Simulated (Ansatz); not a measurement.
**Transmission past a defect: Mo wire along [100], 2 atoms a period, vacancy of one Mo**

Wanted: the relaxed defect and the transmission past it, beside the channels of the perfect wire.

Main program and level: Ansatz 0.2.0; DFT PBE, plane waves, PAW; relaxation of a wire's period, in the first sound run; inputs show where later runs differ.

### 1. The starting structure

The cell holds 2 atoms: 2 Mo. Its edges and angles: a = 8.380 Å, b = 8.380 Å, c = 3.160 Å, α = 90.0°, β = 90.0°, γ = 90.0°. Vacuum lies along a and b. The structure's axis is c.

### 2. Relaxing the period

Band widths follow the bond lengths, so the wire is relaxed first. The atoms and the third cell vector are free; the box across stays fixed as vacuum. A Fermi-Dirac smearing is set since the result may be a metal. The pressure printed is a third of the stress's trace over the whole box, vacuum included; only the stress along the axis is relaxed.

input.yaml

```yaml
crystal:
  lattice:
    - [8.38, 0.0, 0.0]
    - [0.0, 8.38, 0.0]
    - [0.0, 0.0, 3.16]
  atoms:
    - { symbol: Mo, position: [0.405727924, 0.405727924, 0.0] }
    - { symbol: Mo, position: [0.594272076, 0.594272076, 0.5] }
kpoints:
  mp_grid: { grid: [1, 1, 26] }
scf:
  occupations: { method: fermi_dirac, width: 0.05 }
hamiltonian:
  xc: pbe
relax:
  cell: { fix: [a, b, alpha, beta, gamma] }
  max_steps: 60
```

Started as:

```bash
ansatz run input.yaml --threads 4 --pin off --max-ram 16384MiB --backend cpu --events-out ev --progress --plain --runs-dir out
```

Numbers of over 12 decimals in the logs are rounded to 6 here.

The log of the run:

```text
Engine: ansatz 0.2.0, aarch64-unknown-linux-gnu
Pseudopotentials: kind: paw
Pseudopotential: Mo, paw, valence charge 14, recommended cutoff 420 eV (normal), Mo.paw.azcp
Functional definition: PBE
  parameter kappa = 0.804
  parameter beta = 0.066725
  exchange = pbe_x(kappa = kappa, mu = beta*pi^2/3)
  correlation = pbe_c(beta = beta)
Crystal: 2 atoms, lattice volume = 221.909 Å³
Basis set: ecut = 420 eV, 4335 PW (Γ), exchange–correlation on 120×120×48 points (8 copies of the dense FFT grid, shifted against one another)
Bands: 18, of which v1, the nominal top of the filled ones, is band 14 counted from 1 (13 counted from 0)
Symmetry: 8 space group operations
Space group: Cmcm (ITA 63), of the structure as read, at distance tolerance 6.1e-5 Å
k-points: 14 of 26
Non-local potential: Mo, projectors of the file, l = 0: 3, l = 1: 2, l = 2: 2, l = 3: 1
PAW form: soft (Blöchl's): semilocal exchange-correlation on the pseudo side does not see the compensation charge
PAW one-centre angular grid: Mo, 590 points (default); XC on 64 Gauss nodes
Initial density: superposition of atomic densities (neutral atoms: chi_scale 0, normalization atom), corrected by the library's trained network
Initial wavefunctions: pseudopotential atomic-orbital guess
Functional: x = pbe(κ = 0.804, μ = 0.219515), c = pbe(β = 0.066725)
SCF iter   1: F=—  HF=-9902.890468 eV  |F-HF|=—  |Δ(HF+E_count)|=         —  Δρ=6.49e-3  dr2=3.77e-2  ethr=1.77e-3  ⟨swp⟩=5.2  Hψ=1128  notcnv=0
preconditioner: auto → LDOS  [metal: Δε(μ)=0.019 eV  Ē_g=1.766 eV  σ=0.050 eV  W_gap=0.10  n_scr=20 (ndim 8)  ℏωp=8.6 eV  f_vac=0.594  D(μ)=11.63/eV (n_scr^D=106)  β→1.0]
SCF iter   2: F=—  HF=-9902.896240 eV  |F-HF|=—  |Δ(HF+E_count)|=   5.77e-3  Δρ=3.35e-3  dr2=2.08e-2  ethr=1.34e-4  ⟨swp⟩=2.3  Hψ=535  notcnv=0
SCF iter   3: F=—  HF=-9902.895686 eV  |F-HF|=—  |Δ(HF+E_count)|=   5.54e-4  Δρ=2.37e-3  dr2=9.46e-3  ethr=7.42e-5  ⟨swp⟩=2.4  Hψ=438  notcnv=0
SCF iter   4: F=—  HF=-9902.894505 eV  |F-HF|=—  |Δ(HF+E_count)|=   1.18e-3  Δρ=9.45e-4  dr2=1.50e-3  ethr=3.38e-5  ⟨swp⟩=1.0  Hψ=252  notcnv=0
SCF iter   5: F=—  HF=-9902.894401 eV  |F-HF|=—  |Δ(HF+E_count)|=   1.04e-4  Δρ=2.84e-4  dr2=1.30e-4  ethr=5.36e-6  ⟨swp⟩=2.6  Hψ=366  notcnv=0
SCF iter   6: F=—  HF=-9902.894483 eV  |F-HF|=—  |Δ(HF+E_count)|=   8.25e-5  Δρ=5.48e-5  dr2=3.36e-6  ethr=4.63e-7  ⟨swp⟩=2.1  Hψ=359  notcnv=0
SCF iter   7: F=—  HF=-9902.894478 eV  |F-HF|=—  |Δ(HF+E_count)|=   5.01e-6  Δρ=2.02e-5  dr2=6.15e-7  ethr=1.20e-8  ⟨swp⟩=2.9  Hψ=550  notcnv=0
SCF iter   8: F=—  HF=-9902.894481 eV  |F-HF|=—  |Δ(HF+E_count)|=   2.22e-6  Δρ=7.86e-6  dr2=1.38e-7  ethr=2.20e-9  ⟨swp⟩=2.0  Hψ=357  notcnv=0
SCF iter   9: F=-9902.894481 eV  HF=-9902.894481 eV  |F-HF|=7.33e-8  |Δ(HF+E_count)|=   8.56e-8  Δρ=4.16e-6  dr2=2.58e-8  ethr=3.57e-10  ⟨swp⟩=4.6  Hψ=833  notcnv=0
SCF 1 converged in 9 iterations: F = -9902.894481 eV  dr2 = 2.58e-8
  greatest PAW one-centre occupation: 0.998 electrons in one spin orbital (limit 2), on the Mo atom at site 1 (counted from 0), in its partial waves of l = 0
relax step   1: F+E_penalty+E_count = -9902.89448081 eV  Δ(F+E_penalty+E_count) = +0.000e0 eV  max|allowed force component| = 3.821e0 eV/Å  Δτ_max = 0.0000 Å  P = -5.764 GPa  Ω = 221.909 Å³  fix = [a, b, alpha, beta, gamma]  reactions: a -4.664, b -4.664 GPa; gamma +4.340 GPa/rad  (9 SCF iters, dr2 threshold 1.00e-7 eV, accepted)
Crystal: 2 atoms, lattice volume = 219.134 Å³
Basis set: ecut = 420 eV, 4263 PW (Γ), exchange–correlation on 120×120×48 points (8 copies of the dense FFT grid, shifted against one another)
Initial density: handed on by an earlier stage of this run
Initial wavefunctions: those handed on with the density
iter 1 solved again at ethr=1.28e-3 eV; its pass at ethr=3.10e-3 eV (dr2=3.60e-1 eV) is discarded
SCF iter   1: F=—  HF=-9905.302496 eV  |F-HF|=—  |Δ(HF+E_count)|=         —  Δρ=1.25e-2  dr2=3.66e-1  ethr=1.28e-3  ⟨swp⟩=1.0  Hψ=1572  notcnv=0
preconditioner: auto → LDOS  [insulator: Δε(μ)=0.168 eV  Ē_g=2.704 eV  σ=0.050 eV  W_gap=0.69  n_scr=20 (ndim 8)  ℏωp=8.7 eV  f_vac=0.614  D(μ)=1.29/eV (n_scr^D=4)  ε∞_Penn≈11.3  β→1.0]
SCF iter   2: F=—  HF=-9905.313539 eV  |F-HF|=—  |Δ(HF+E_count)|=   1.10e-2  Δρ=8.50e-3  dr2=3.99e-1  ethr=1.28e-3  ⟨swp⟩=2.3  Hψ=396  notcnv=0
SCF iter   3: F=—  HF=-9905.259561 eV  |F-HF|=—  |Δ(HF+E_count)|=   5.40e-2  Δρ=2.51e-3  dr2=3.23e-2  ethr=1.28e-3  ⟨swp⟩=2.0  Hψ=408  notcnv=0
SCF iter   4: F=—  HF=-9905.255994 eV  |F-HF|=—  |Δ(HF+E_count)|=   3.57e-3  Δρ=6.54e-4  dr2=1.00e-3  ethr=1.16e-4  ⟨swp⟩=2.1  Hψ=428  notcnv=0
SCF iter   5: F=—  HF=-9905.256412 eV  |F-HF|=—  |Δ(HF+E_count)|=   4.18e-4  Δρ=1.94e-4  dr2=9.64e-5  ethr=3.58e-6  ⟨swp⟩=2.3  Hψ=419  notcnv=0
SCF iter   6: F=—  HF=-9905.256523 eV  |F-HF|=—  |Δ(HF+E_count)|=   1.11e-4  Δρ=6.13e-5  dr2=8.92e-6  ethr=3.44e-7  ⟨swp⟩=2.1  Hψ=350  notcnv=0
SCF iter   7: F=—  HF=-9905.256534 eV  |F-HF|=—  |Δ(HF+E_count)|=   1.05e-5  Δρ=1.48e-5  dr2=6.15e-7  ethr=3.18e-8  ⟨swp⟩=2.1  Hψ=347  notcnv=0
SCF iter   8: F=-9905.256534 eV  HF=-9905.256534 eV  |F-HF|=8.20e-9  |Δ(HF+E_count)|=   6.33e-7  Δρ=4.82e-6  dr2=7.92e-8  ethr=7.14e-10  ⟨swp⟩=5.0  Hψ=966  notcnv=0
SCF 2 converged in 8 iterations: F = -9905.256534 eV  dr2 = 7.92e-8
relax step   2: F+E_penalty+E_count = -9905.25653423 eV  Δ(F+E_penalty+E_count) = -2.362e0 eV  max|allowed force component| = 3.648e0 eV/Å  Δτ_max = 0.1950 Å  P = -3.671 GPa  Ω = 219.134 Å³  energy of the carried Pulay correction = +8.336e-5 eV  fix = [a, b, alpha, beta, gamma]  reactions: a -3.720, b -3.720 GPa; gamma +3.482 GPa/rad  (8 SCF iters, dr2 threshold 2.00e-7 eV, accepted)
Crystal: 2 atoms, lattice volume = 218.740 Å³
iter 1 solved again at ethr=2.33e-3 eV; its pass at ethr=3.10e-3 eV (dr2=6.51e-1 eV) is discarded
SCF iter   1: F=—  HF=-9905.966512 eV  |F-HF|=—  |Δ(HF+E_count)|=         —  Δρ=1.50e-2  dr2=6.60e-1  ethr=2.33e-3  ⟨swp⟩=1.0  Hψ=1642  notcnv=0
preconditioner: auto → LDOS  [insulator: Δε(μ)=0.140 eV  Ē_g=3.823 eV  σ=0.050 eV  W_gap=0.59  n_scr=20 (ndim 8)  ℏωp=8.7 eV  f_vac=0.639  D(μ)=0.99/eV (n_scr^D=4)  ε∞_Penn≈6.2  β→1.0]
SCF iter   2: F=—  HF=-9905.827165 eV  |F-HF|=—  |Δ(HF+E_count)|=   1.39e-1  Δρ=8.95e-3  dr2=1.66e-1  ethr=2.33e-3  ⟨swp⟩=3.0  Hψ=529  notcnv=0
SCF iter   3: F=—  HF=-9905.777486 eV  |F-HF|=—  |Δ(HF+E_count)|=   4.97e-2  Δρ=1.58e-3  dr2=1.02e-2  ethr=5.92e-4  ⟨swp⟩=2.4  Hψ=587  notcnv=0
SCF iter   4: F=—  HF=-9905.776856 eV  |F-HF|=—  |Δ(HF+E_count)|=   6.29e-4  Δρ=3.19e-4  dr2=4.20e-4  ethr=3.63e-5  ⟨swp⟩=2.0  Hψ=392  notcnv=0
SCF iter   5: F=—  HF=-9905.777041 eV  |F-HF|=—  |Δ(HF+E_count)|=   1.85e-4  Δρ=7.14e-5  dr2=2.70e-5  ethr=1.50e-6  ⟨swp⟩=2.0  Hψ=341  notcnv=0
SCF iter   6: F=—  HF=-9905.777025 eV  |F-HF|=—  |Δ(HF+E_count)|=   1.58e-5  Δρ=3.08e-5  dr2=3.45e-6  ethr=9.64e-8  ⟨swp⟩=2.1  Hψ=408  notcnv=0
SCF iter   7: F=-9905.777026 eV  HF=-9905.777025 eV  |F-HF|=1.43e-7  |Δ(HF+E_count)|=   2.33e-8  Δρ=6.04e-6  dr2=9.05e-8  ethr=7.14e-10  ⟨swp⟩=3.8  Hψ=1202  notcnv=0
SCF 3 converged in 7 iterations: F = -9905.777026 eV  dr2 = 9.05e-8
  greatest PAW one-centre occupation: 0.999 electrons in one spin orbital (limit 2), on the Mo atom at site 1 (counted from 0), in its partial waves of l = 0
relax step   3: F+E_penalty+E_count = -9905.77702554 eV  Δ(F+E_penalty+E_count) = -5.205e-1 eV  max|allowed force component| = 2.880e0 eV/Å  Δτ_max = 0.1950 Å  P = +2.004 GPa  Ω = 218.740 Å³  energy of the carried Pulay correction = +9.530e-5 eV  fix = [a, b, alpha, beta, gamma]  reactions: a +1.957, b +1.957 GPa; gamma -2.176 GPa/rad  (7 SCF iters, dr2 threshold 2.00e-7 eV, accepted)
[...]
relax step   4: F+E_penalty+E_count = -9906.01736390 eV  Δ(F+E_penalty+E_count) = -2.403e-1 eV  max|allowed force component| = 8.581e-1 eV/Å  Δτ_max = 0.0868 Å  P = -0.991 GPa  Ω = 218.470 Å³  energy of the carried Pulay correction = +1.035e-4 eV  fix = [a, b, alpha, beta, gamma]  reactions: a -0.969, b -0.969 GPa; gamma +0.721 GPa/rad  (7 SCF iters, dr2 threshold 2.00e-7 eV, accepted)
[...]
relax step   5: F+E_penalty+E_count = -9906.04448233 eV  Δ(F+E_penalty+E_count) = -2.712e-2 eV  max|allowed force component| = 7.354e-2 eV/Å  Δτ_max = 0.0191 Å  P = -0.313 GPa  Ω = 218.123 Å³  energy of the carried Pulay correction = +1.140e-4 eV  fix = [a, b, alpha, beta, gamma]  reactions: a -0.299, b -0.299 GPa; gamma +0.057 GPa/rad  (6 SCF iters, dr2 threshold 2.00e-7 eV, accepted)
[...]
relax step   6: F+E_penalty+E_count = -9906.04539459 eV  Δ(F+E_penalty+E_count) = -9.123e-4 eV  max|allowed force component| = 3.245e-2 eV/Å  Δτ_max = 0.0001 Å  P = -0.214 GPa  Ω = 217.482 Å³  energy of the carried Pulay correction = +1.335e-4 eV  fix = [a, b, alpha, beta, gamma]  reactions: a -0.264, b -0.264 GPa; gamma +0.023 GPa/rad  (4 SCF iters, dr2 threshold 2.00e-7 eV, accepted)
[...]
relax step   7: F+E_penalty+E_count = -9906.04551795 eV  Δ(F+E_penalty+E_count) = -1.234e-4 eV  max|allowed force component| = 2.645e-4 eV/Å  Δτ_max = 0.0003 Å  P = -0.159 GPa  Ω = 217.206 Å³  energy of the carried Pulay correction = +1.419e-4 eV  fix = [a, b, alpha, beta, gamma]  reactions: a -0.237, b -0.237 GPa; gamma -0.004 GPa/rad  (4 SCF iters, dr2 threshold 6.58e-8 eV, accepted)
Initial wavefunctions: pseudopotential atomic-orbital guess (no wavefunctions were taken with the density)
iter 1 solved again at ethr=3.27e-7 eV; its pass at ethr=3.10e-3 eV (dr2=9.15e-5 eV) is discarded
SCF iter   1: F=—  HF=-9906.045357 eV  |F-HF|=—  |Δ(HF+E_count)|=         —  Δρ=2.08e-5  dr2=1.45e-7  ethr=3.27e-7  ⟨swp⟩=3.7  Hψ=1974  notcnv=0
preconditioner: auto → LDOS  [insulator: Δε(μ)=0.212 eV  Ē_g=3.356 eV  σ=0.050 eV  W_gap=0.79  n_scr=20 (ndim 8)  ℏωp=8.7 eV  f_vac=0.636  D(μ)=0.79/eV (n_scr^D=4)  ε∞_Penn≈7.8  β→1.0]
SCF iter   2: F=—  HF=-9906.045338 eV  |F-HF|=—  |Δ(HF+E_count)|=   1.88e-5  Δρ=3.97e-6  dr2=1.92e-8  ethr=5.18e-10  ⟨swp⟩=2.3  Hψ=457  notcnv=0
SCF iter   3: F=—  HF=-9906.045338 eV  |F-HF|=—  |Δ(HF+E_count)|=   5.22e-9  Δρ=1.25e-6  dr2=4.13e-9  ethr=6.86e-11  ⟨swp⟩=2.0  Hψ=448  notcnv=0
SCF iter   4: F=—  HF=-9906.045338 eV  |F-HF|=—  |Δ(HF+E_count)|=  9.77e-10  Δρ=3.11e-7  dr2=2.96e-10  ethr=1.47e-11  ⟨swp⟩=2.1  Hψ=407  notcnv=0
SCF iter   5: F=—  HF=-9906.045338 eV  |F-HF|=—  |Δ(HF+E_count)|=  5.46e-12  Δρ=1.04e-7  dr2=4.18e-11  ethr=1.06e-12  ⟨swp⟩=2.1  Hψ=442  notcnv=0
SCF iter   6: F=-9906.045338 eV  HF=-9906.045338 eV  |F-HF|=1.82e-12  |Δ(HF+E_count)|=  7.28e-12  Δρ=3.81e-8  dr2=5.49e-12  ethr=1.00e-12  ⟨swp⟩=6.0  Hψ=1144  notcnv=0
SCF 8 converged in 6 iterations: F = -9906.045338 eV  dr2 = 5.49e-12
relax step   8: F+E_penalty+E_count = -9906.04533816 eV  Δ(F+E_penalty+E_count) = +1.798e-4 eV  max|allowed force component| = 4.192e-4 eV/Å  Δτ_max = 0.0000 Å  P = -0.158 GPa  Ω = 217.206 Å³  fix = [a, b, alpha, beta, gamma]  reactions: a -0.235, b -0.235 GPa; gamma -0.004 GPa/rad  stress off target by 2.41e-3 GPa on what of the cell is left free  SCF on the basis re-selected at this cell (its energy is not comparable with the rows above)  (6 SCF iters)
basis re-selected at this cell: Δ(F+E_penalty+E_count) = +1.798e-4 eV, ΔP = +0.002 GPa vs the last step (what re-selecting the basis moved, of the pressure what is left beyond the Pulay correction that the steps carried, after the strain that the cell walked since its last selection, with what the two solves' SCF thresholds leave and, on support functions, any second-order correction that the steps lacked; it is no m [...]
SCF converged after 6 iterations
Free energy (F): -9906.045338 eV
Harris-Foulkes:  -9906.045338 eV  (|F-HF|=1.82e-12)
Internal energy: -9906.037346 eV  (E = F + TS)
E sigma→0 (E₀):  -9906.041342 eV
Entropy (-TS):   -0.007992 eV (-3.996 meV/atom)
Fermi energy:    0.276856 eV
--- Per-component energies (eV) ---
  E_band       = -682.951103
  E_kinetic    = 884.128251
  E_local      = -7246.157283  (includes V_loc(G=0)·N_el)
  E_nonlocal   = 295.920019
  E_hartree    = 3063.375207
  E_xc         = -361.581215
  E_vxc        = -450.492097  (∫ρ·V_xc dr)
  E_paw        = -6406.183518  (= ΣΔE_a)
  E_vpaw       = -293.100470  (= ΣTr[D̂ρ^β])
  E_aug_tail   = 0.000085  (compensation charges beyond the density's cutoff)
  E_ewald      = -135.538892
  E_smearing   = -0.007992  (= −TS)
  E_closure    = 0.000000  (closes the sum)
  Σ components = -9906.045338   (vs F -9906.045338, Δ=0.00e0)
--- Forces (eV/Å), atoms counted from 1 ---
  atom   1  Mo    -0.00041923    -0.00041923    -0.00000000
  atom   2  Mo     0.00041923     0.00041923     0.00000000
  max |Σ_I F_I| component: 5.42e-20 eV/Å
--- Stress (GPa, compression-positive) ---
       -0.235064       0.004405      -0.000000
        0.004405      -0.235064      -0.000000
       -0.000000      -0.000000      -0.002414
  P = ⅓ Tr σ = -0.1575 GPa (-1.575 kbar)
--- Relaxed structure (7 steps of the walk, 7 accepted, 1 SCFs on fresh bases) ---
  F+E_penalty+E_count = -9906.04533816 eV   max|allowed force component| = 4.192e-4 eV/Å   (the final SCF, on the basis selected at the relaxed cell)
  cell:  # Å, volume = 217.2057 Å³
    - [8.38, 0, 0]
    - [0, 8.38, 0]
    - [0, 0, 3.093023]
  atoms:
    - { symbol: Mo, position: [0.432941, 0.432941, 0] }
    - { symbol: Mo, position: [0.567059, 0.567059, 0.5] }
```

Wall time 7.7 s (4 threads of Arm Neoverse V1, shared host); peak memory 0.47 GiB.

Step by step:

```
step  energy less that of the first step (eV)  largest force component (eV/Å)  pressure (GPa)  volume (Å³)
   1                                   0.0000                          3.8211           -5.76       221.91
   2                                  -2.3621                          3.6476           -3.67       219.13
   3                                  -2.8825                          2.8799            2.00       218.74
   4                                  -3.1229                          0.8581           -0.99       218.47
   5                                  -3.1500                          0.0735           -0.31       218.12
   6                                  -3.1509                          0.0325           -0.21       217.48
   7                                  -3.1510                          0.0003           -0.16       217.21
  8*                                  -3.1509                          0.0004           -0.16       217.21
```

Relaxation steps marked * repeat the geometry before them on a plane-wave basis chosen anew for their cell, so energy and pressure can jump there.

Forces are held to the 8 operations that the run works with; a distortion that breaks them can't arise in this run.

```
cell as run  before  after  change
      c (Å)   3.160  3.093  -2.1 %
```

The atoms that moved most (Å, along periodic axes as changes of fractional coordinates times the final cell, across vacuum about the mean position):

```
atom      dx      dy     dz  length
 Mo1   0.228   0.228  0.000   0.323
 Mo2  -0.228  -0.228  0.000   0.323
```

The relaxed structure:

```cif
data_structure
_symmetry_space_group_name_H-M 'P 1'
_symmetry_Int_Tables_number 1
_cell_length_a 8.3800
_cell_length_b 8.3800
_cell_length_c 3.0930
_cell_angle_alpha 90.000
_cell_angle_beta 90.000
_cell_angle_gamma 90.000
_cell_volume 217.21
loop_
_atom_site_label
_atom_site_type_symbol
_atom_site_fract_x
_atom_site_fract_y
_atom_site_fract_z
_atom_site_occupancy
Mo1 Mo 0.43294 0.43294 0.00000 1
Mo2 Mo 0.56706 0.56706 0.50000 1
```

Numbers from this step:

* energy at zero smearing: -9906.0413 eV
* cell length along the wire: 3.093 Å

The cell's length comes to 3.093 Å with spin left out.

(Continued in part 2 of 4.)

[Logs are printed without paths, hosts, clocks, repeated set-up lines and the standing remarks that a program may print on its own settings, such as how far it seeks lower states.]

[Hosts, paths, dates, database ids (printed as entryN), source tags and the programs' standing remarks are cut or masked in the printed files.]
